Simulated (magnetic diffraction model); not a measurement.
## Magnetic neutron pattern of CeSc2Sn4

Space group Pnma (no. 62), a = 19.2480 Å, b = 4.7010 Å, c = 7.4730 Å.

| site | atom | x | y | z |
| --- | --- | --- | --- | --- |
| 4c | Ce | 0.6398 | 3/4 | 0.4985 |
| 4c | Sn | 0.5681 | 3/4 | 0.0195 |
| 4c | Sn | 0.4691 | 3/4 | 0.3698 |
| 4c | Sn | 0.3078 | 3/4 | 0.2196 |
| 4c | Sn | 0.3181 | 3/4 | 0.7860 |
| 4c | Sc | 0.2157 | 3/4 | 0.5124 |
| 4c | Sc | 0.4656 | 3/4 | 0.7463 |

This is a made-up structure (elements placed in a structure type, unrelaxed), so the numbers test the method and describe no known phase.

Only Ce is taken to order (form factors of Ce3+); orders and moment sizes are assumed, and not adapted to the symmetry. Radiation: neutrons of λ = 1.594 Å, 8° to 30°; isotropic B of 0.23 Å² (Ce), 0.18 Å² (Sn) and 0.36 Å² (Sc). Simulated constant-wavelength pattern: nuclear and magnetic terms add, the magnetic one as |2.695 fm × Σ f S⊥ exp(2πi Q·r) exp(−B s²)|², summed over all Q at one angle with the factor 1/(sin²θ cos θ). For collinear order S is the moment m, which repeats by lattice and centring translations R with the sign exp(−2πi k·R). Free-ion form factors, Sears's scattering lengths of 1992, no absorption; a label names one of the reflections at its angle. The strongest nuclear line in the range is 100, and lines under 0.2 are left out.

Assume the order k = (0 1/2 0), collinear moments along [010], 0.39 μB on Ce; signs + at (0.6398, 3/4, 0.4985), − at (0.1398, 3/4, 0.0015), + at (0.3602, 1/4, 0.5015), − at (0.8602, 1/4, 0.9985).

Predict the pattern, nuclear and magnetic parts apart.

```
2θ (°)       index  nuclear  magnetic
 10.83  (1 -1/2 0)      0.0       0.3
 13.14     (1 0 1)      5.3       0.0
 15.52     (2 0 1)     22.9       0.0
 15.66   (0 1/2 1)      0.0       0.4
 17.30   (3 1/2 0)      0.0       0.4
 18.35   (2 1/2 1)      0.0       0.7
 18.85     (3 0 1)     51.4       0.0
 19.07     (4 0 0)     97.2       0.0
 21.75     (2 1 0)      2.1       0.0
 22.72     (4 0 1)     36.7       0.0
 23.11     (0 1 1)     36.9       0.0
 23.60     (1 1 1)    100.0       0.0
 24.63     (0 0 2)      0.3       0.0
 24.77   (4 1/2 1)      0.0       0.4
 25.04     (2 1 1)     39.2       0.0
 26.45     (2 0 2)     60.7       0.0
 26.93     (5 0 1)     34.3       0.0
 26.98  (1 -1/2 2)      0.0       0.4
 27.26     (3 1 1)      6.4       0.0
 27.42     (4 1 0)     16.8       0.0
 28.58     (3 0 2)     15.9       0.0
 28.77     (6 0 0)     14.4       0.0
```

The strongest magnetic line in the range is (2 1/2 1) at 18.35° (0.7). On top of the Lorentz factor, which all lines share, magnetic lines fade with angle because f falls: for Ce3+ it is 0.96, 0.86, 0.71 and 0.43 at sin θ/λ = 0.1, 0.2, 0.3 and 0.5 Å⁻¹, while nuclear lengths stay constant. The order has no net moment.

[Logs are printed without paths, hosts, clocks, repeated set-up lines and the standing remarks that a program may print on its own settings, such as how far it seeks lower states.]
